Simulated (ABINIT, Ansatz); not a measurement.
## CsH (Fm-3m): a worked LO-TO splitting

Aim: work out the LO frequency and the static dielectric constant of CsH (Fm-3m) from one linear-response run, then check them.

Method: DFT LDA, scalar-relativistic, plane waves, PseudoDojo norm-conserving pseudopotentials, in ABINIT 10.8.3.

The database entry behind the starting cell differs from later determinations by our own check (0.1 to 0.3 % short, probably kX units), so it need not match the best structure at ambient conditions.

## 1. The relaxed structure

It takes space group Fm-3m (No. 225, cubic). Conventional cell: a = 6.095 Å, b = 6.095 Å, c = 6.095 Å, α = 90.00°, β = 90.00°, γ = 90.00°. Nearest to Cs lie 6 H at 3.05 Å. Nearest to H lie 6 Cs at 3.05 Å. Farther neighbours are not listed.

This is the cell after its relaxation at this level of theory, not the database cell from which that began.

## 2. What the response run gave

A linear-response run on the relaxed cell, with the response to an electric field; only its zone-centre results are used. Cutoff 31 Ha, k mesh 6×6×6.

Numbers of over 12 decimals in the logs are rounded to 6 here.

The log of the run:

```text
[banners, grids, parts of the stress and lines that vanish by symmetry left out]
- input  file    -> dfpt_gamma.abi
- output file    -> dfpt_gamma.abo
- root for input  files -> dfpt_gammai
[...]
DATASET    1 : space group Fm -3 m (#225); Bravais cF (face-center cubic)
[...]
nfft =       91125          nkpt =         112
[...]
DATASET    2 : space group Fm -3 m (#225); Bravais cF (face-center cubic)
[...]
nfft =       91125          nkpt =         112
[...]
== DATASET  1 ==================================================================
[...]
cutoff_energies: {ecut:  31.0, pawecutdg:  -1.0, }
[...]
-  1.00000   1.00000  180309                  znucl, zion, pspdat
[...]
Perturbation : derivative vs k along direction   1
[...]
-ETOT  1  -10.150782731052     -1.015E+01 8.485E-02 0.000E+00
 ETOT  2  -10.156737624269     -5.955E-03 4.838E-04 0.000E+00
 ETOT  3  -10.156895422856     -1.578E-04 2.669E-05 0.000E+00
 ETOT  4  -10.156902068621     -6.646E-06 1.421E-06 0.000E+00
 ETOT  5  -10.156902404435     -3.358E-07 1.143E-07 0.000E+00
[...]
At SCF step   17   max residual=  9.97E-21 < tolwfr=  1.00E-20 =>converged.
[...]
Perturbation : derivative vs k along direction   2
[...]
-ETOT  1  -10.150791529369     -1.015E+01 8.485E-02 0.000E+00
[...]
At SCF step   17   max residual=  9.97E-21 < tolwfr=  1.00E-20 =>converged.
[...]
Perturbation : derivative vs k along direction   3
[...]
-ETOT  1  -10.150782732165     -1.015E+01 8.485E-02 0.000E+00
[...]
At SCF step   17   max residual=  9.97E-21 < tolwfr=  1.00E-20 =>converged.
[...]
1        1       1.9531870494    0.0000000000
     1        2      -0.9765935247   -0.0000000000
     1        3      -0.9765935247    0.0000000000
     2        1      -0.9765935247   -0.0000000000
     2        2       1.9531870494    0.0000000000
     2        3       0.9765935247    0.0000000000
     3        1      -0.9765935247    0.0000000000
     3        2       0.9765935247    0.0000000000
     3        3       1.9531870495   -0.0000000000
[...]
== DATASET  2 ==================================================================
[...]
cutoff_energies: {ecut:  31.0, pawecutdg:  -1.0, }
[...]
Perturbation : displacement of atom   1   along direction   1
[...]
-ETOT  1  0.862245     -6.195E+02 3.075E+00 5.048E+01
[...]
At SCF step   10       vres2   =  6.75E-12 < tolvrs=  1.00E-10 =>converged.
[...]
Perturbation : displacement of atom   2   along direction   1
[...]
-ETOT  1  0.774922     -6.263E+01 2.691E-01 1.348E+03
[...]
At SCF step   10       vres2   =  5.14E-11 < tolvrs=  1.00E-10 =>converged.
[...]
Perturbation : homogeneous electric field along direction   1
[...]
-ETOT  1  -66.678599766045     -6.668E+01 5.731E+00 1.967E+04
[...]
ETOT 10  -71.754220273941     -1.663E-10 1.779E-11 2.169E-09
 ETOT 11  -71.754220273951     -9.820E-12 1.287E-12 1.780E-11
 At SCF step   11       vres2   =  1.78E-11 < tolvrs=  1.00E-10 =>converged.
[...]
Dielectric tensor, in cartesian coordinates,
[...]
1    4   1    4         3.6440666493        -0.0000000000
   1    4   2    4         0.0000000000        -0.0000000000
   1    4   3    4         0.0000000000        -0.0000000000
   2    4   1    4         0.0000000000        -0.0000000000
   2    4   2    4         3.6440666493        -0.0000000000
   2    4   3    4        -0.0000000000        -0.0000000000
   3    4   1    4         0.0000000000        -0.0000000000
   3    4   2    4        -0.0000000000        -0.0000000000
   3    4   3    4         3.6440666493        -0.0000000000
  Effective charges, in cartesian coordinates,
[...]
1    1   1    4         1.1548541028         0.0000000000
   2    1   1    4         0.0000000000         0.0000000000
   3    1   1    4        -0.0000000000         0.0000000000
   1    2   1    4        -1.1589952747         0.0000000000
   2    2   1    4         0.0000000000         0.0000000000
[...]
Effective charges, in cartesian coordinates,
[...]
2    4   1    2         0.0000000000         0.0000000000
   3    4   1    2         0.0000000000         0.0000000000
   1    4   2    2         0.0000000000         0.0000000000
   2    4   2    2        -1.1589952949         0.0000000000
   3    4   2    2         0.0000000000         0.0000000000
   1    4   3    2        -0.0000000000         0.0000000000
   2    4   3    2         0.0000000000         0.0000000000
   3    4   3    2        -1.1589952949         0.0000000000
  Phonon wavevector (reduced coordinates) :  0.00000  0.00000  0.00000
 Phonon energies in Hartree :
[...]
Phonon frequencies in cm-1    :
-  7.755436E-02  7.755492E-02  7.755663E-02  4.521943E+02  4.521943E+02
-  4.521943E+02
  Phonon at Gamma, with non-analyticity in the
[...]
Phonon energies in Hartree :
[...]
Phonon frequencies in cm-1    :
-  7.755436E-02  7.755492E-02  1.338653E-01  4.521943E+02  4.521943E+02
-  7.244320E+02
  Phonon at Gamma, with non-analyticity in the
[...]
Phonon energies in Hartree :
[...]
Phonon frequencies in cm-1    :
-  7.755436E-02  7.755663E-02  1.338644E-01  4.521943E+02  4.521943E+02
-  7.244320E+02
  Phonon at Gamma, with non-analyticity in the
[...]
Phonon energies in Hartree :
[...]
Phonon frequencies in cm-1    :
-  7.755492E-02  7.755663E-02  1.338640E-01  4.521943E+02  4.521943E+02
-  7.244320E+02
[...]
fcart2     0.0000000000E+00  0.0000000000E+00  0.0000000000E+00
           strten2     0.0000000000E+00  0.0000000000E+00  0.0000000000E+00
================================================================================
```

```
                       quantity    value
             cell volume Ω (Å³)   56.602
                 mass of Cs (u)  132.905
                  mass of H (u)    1.008
     Born charge of Cs, raw (e)    1.155
      Born charge of H, raw (e)   -1.159
                             ε∞    3.644
ω(TO) after the sum rule (cm⁻¹)    452.2
```

## 3. The calculation

The charges must sum to zero over the cell; taking off their mean, -0.002 e, leaves Z* = 1.157 e on Cs. In the polar mode Cs moves against H, so the reduced mass is μ = 132.91 × 1.01 / 133.91 = 1.000 u.

A longitudinal wave builds up a field that adds to the restoring force: ω(LO)² = ω(TO)² + 4π Z*² / (μ Ω ε∞), in Hartree atomic units. With μ = 1824 electron masses and Ω = 381.97 bohr³ the second term is 6.6264e-06 Ha², or 319188 cm⁻² (1 Ha = 219474.6 cm⁻¹).

So ω(LO) = √(204476 + 319188) = 723.6 cm⁻¹, and by the Lyddane-Sachs-Teller relation ε₀ = ε∞ (ω(LO)/ω(TO))² = 9.33.

## 4. Check against the program

The analysis program adds the same non-analytic term to the full matrix.

The log of the run:

```text
[banners, grids, parts of the stress and lines that vanish by symmetry left out]
-outvars_anaddb: echo values of input variables ----------------------

 Flags :
[...]
Dielectric Tensor and Effective Charges
[...]
Effective charge tensors after
[...]
Phonon wavevector (reduced coordinates) :  0.00000  0.00000  0.00000
 Phonon energies in Hartree :
[...]
Phonon energies in meV     :
-  0.000000E+00  0.000000E+00  0.000000E+00  5.606488E+01  5.606488E+01
-  5.606488E+01
 Phonon frequencies in cm-1    :
-  0.000000E+00  0.000000E+00  0.000000E+00  4.521938E+02  4.521938E+02
-  4.521938E+02
 Phonon frequencies in Thz     :
-  0.000000E+00  0.000000E+00  0.000000E+00  1.355643E+01  1.355643E+01
-  1.355643E+01
 Phonon energies in Kelvin  :
-  0.000000E+00  0.000000E+00  0.000000E+00  6.506060E+02  6.506060E+02
-  6.506060E+02
[...]
-  1  0.00000000E+00  0.00000000E+00  2.02398818E-03
-     0.00000000E+00  0.00000000E+00  0.00000000E+00
-  2  0.00000000E+00  0.00000000E+00  2.02399343E-03
-     0.00000000E+00  0.00000000E+00  0.00000000E+00
[...]
-  1  0.00000000E+00 -2.02398818E-03  0.00000000E+00
-     0.00000000E+00  0.00000000E+00  0.00000000E+00
-  2  0.00000000E+00 -2.02399343E-03  0.00000000E+00
-     0.00000000E+00  0.00000000E+00  0.00000000E+00
[...]
-  1  2.02398818E-03  0.00000000E+00  0.00000000E+00
-     0.00000000E+00  0.00000000E+00  0.00000000E+00
-  2  2.02399343E-03  0.00000000E+00  0.00000000E+00
-     0.00000000E+00  0.00000000E+00  0.00000000E+00
[...]
-  1  0.00000000E+00  0.00000000E+00 -1.76260519E-04
-     0.00000000E+00  0.00000000E+00  0.00000000E+00
-  2 -1.42435231E-06  8.80089605E-06  2.32413827E-02
-     0.00000000E+00  0.00000000E+00  0.00000000E+00
[...]
-  1  0.00000000E+00  1.76260519E-04  0.00000000E+00
-     0.00000000E+00  0.00000000E+00  0.00000000E+00
-  2 -1.49301681E-07 -2.32413827E-02  8.80088691E-06
-     0.00000000E+00  0.00000000E+00  0.00000000E+00
[...]
-  1  1.76260532E-04  0.00000000E+00  0.00000000E+00
-     0.00000000E+00  0.00000000E+00  0.00000000E+00
-  2 -2.32413843E-02  1.48762306E-07 -1.42440874E-06
-     0.00000000E+00  0.00000000E+00  0.00000000E+00
[...]
-     1          0.000000    -0.000000    -0.000002     0.000002
-     2         -0.000000     0.000002    -0.000000     0.000002
-     3         -0.000002    -0.000000     0.000000     0.000002
-     4          0.000071    -0.000441    -1.165665     1.165665
-     5          0.000007     1.165665    -0.000441     1.165665
-     6          1.165665    -0.000007     0.000071     1.165665
[...]
-   1     Real    0.0000E+00  0.0000E+00  0.0000E+00  0.0000E+00  0.0000E+00  0.0000E+00  0.0000E+00
[...]
-  8.972165E+01
 Phonon frequencies in cm-1    :
-  0.000000E+00  0.000000E+00  0.000000E+00  4.521938E+02  4.521938E+02
-  7.236539E+02
 Phonon frequencies in Thz     :
-  0.000000E+00  0.000000E+00  0.000000E+00  1.355643E+01  1.355643E+01
-  2.169460E+01
 Phonon energies in Kelvin  :
-  0.000000E+00  0.000000E+00  0.000000E+00  6.506060E+02  6.506060E+02
-  1.041176E+03
[...]
-  1  0.00000000E+00  0.00000000E+00  2.02398818E-03
-     0.00000000E+00  0.00000000E+00  0.00000000E+00
-  2  0.00000000E+00  0.00000000E+00  2.02399343E-03
-     0.00000000E+00  0.00000000E+00  0.00000000E+00
[...]
Phonon at Gamma, with non-analyticity in the
[...]
Phonon energies in Hartree :
[...]
Phonon energies in meV     :
-  0.000000E+00  0.000000E+00  0.000000E+00  5.606488E+01  5.606488E+01
-  8.972165E+01
 Phonon frequencies in cm-1    :
-  0.000000E+00  0.000000E+00  0.000000E+00  4.521938E+02  4.521938E+02
-  7.236539E+02
 Phonon frequencies in Thz     :
-  0.000000E+00  0.000000E+00  0.000000E+00  1.355643E+01  1.355643E+01
-  2.169460E+01
 Phonon energies in Kelvin  :
-  0.000000E+00  0.000000E+00  0.000000E+00  6.506060E+02  6.506060E+02
-  1.041176E+03
[...]
Phonon at Gamma, with non-analyticity in the
[...]
Phonon energies in Hartree :
[...]
Phonon energies in meV     :
-  0.000000E+00  0.000000E+00  0.000000E+00  5.606488E+01  5.606488E+01
-  8.972165E+01
 Phonon frequencies in cm-1    :
-  0.000000E+00  0.000000E+00  0.000000E+00  4.521938E+02  4.521938E+02
-  7.236539E+02
 Phonon frequencies in Thz     :
-  0.000000E+00  0.000000E+00  0.000000E+00  1.355643E+01  1.355643E+01
-  2.169460E+01
 Phonon energies in Kelvin  :
-  0.000000E+00  0.000000E+00  0.000000E+00  6.506060E+02  6.506060E+02
-  1.041176E+03
[...]
-  1  1.64137657E-05 -2.02335871E-03 -4.77314179E-05
-     0.00000000E+00  0.00000000E+00  0.00000000E+00
-  2  1.64148927E-05 -2.02336288E-03 -4.77304575E-05
-     0.00000000E+00  0.00000000E+00  0.00000000E+00
[...]
-  1  2.02388759E-03  1.61320959E-05  1.21226957E-05
-     0.00000000E+00  0.00000000E+00  0.00000000E+00
-  2  2.02389176E-03  1.61310548E-05  1.21216442E-05
-     0.00000000E+00  0.00000000E+00  0.00000000E+00
[...]
-  1  2.99885437E-05  1.06904879E-04 -1.36893423E-04
-     0.00000000E+00  0.00000000E+00  0.00000000E+00
-  2 -3.95423333E-03 -1.40962776E-02  1.80505109E-02
-     0.00000000E+00  0.00000000E+00  0.00000000E+00
[...]
-  1  1.40757015E-04 -9.63493483E-05 -4.44076670E-05
-     0.00000000E+00  0.00000000E+00  0.00000000E+00
-  2 -1.85599570E-02  1.27044450E-02  5.85551198E-03
-     0.00000000E+00  0.00000000E+00  0.00000000E+00
[...]
Direction                     Dielectric constant
[...]
0.00000   0.00000   1.00000      9.33252023
   1.00000   1.00000   1.00000      9.33252023
-
```

```
    quantity  by hand  program
ω(LO) (cm⁻¹)    723.6    723.6
          ε₀     9.33     9.33
```

## 5. Outcome

* TO mode: 452.2 cm⁻¹
* LO mode: 723.6 cm⁻¹
* static dielectric constant: 9.332

**Reading.** The LO mode of CsH (Fm-3m) lies at 724 cm⁻¹, 271 cm⁻¹ above the TO mode; the formula meets the program within 0.1 cm⁻¹, as it must for a cubic crystal with one polar mode. ω(LO)² − ω(TO)² goes with Z*²/ε∞: an error of 5 % in ε∞ would move the LO mode by 10.6 cm⁻¹, and semilocal functionals tend to overestimate ε∞. These are harmonic values at zero temperature, at the volume of this functional, for the structure held cubic; stability elsewhere in the zone is no part of this calculation.

[Host names and launcher messages were left out of these logs when they were recorded.]

[Logs are printed without paths, hosts, clocks, repeated set-up lines and the standing remarks that a program may print on its own settings, such as how far it seeks lower states.]

[Hosts, paths, dates, database ids (printed as entryN), source tags and the programs' standing remarks are cut or masked in the printed files.]
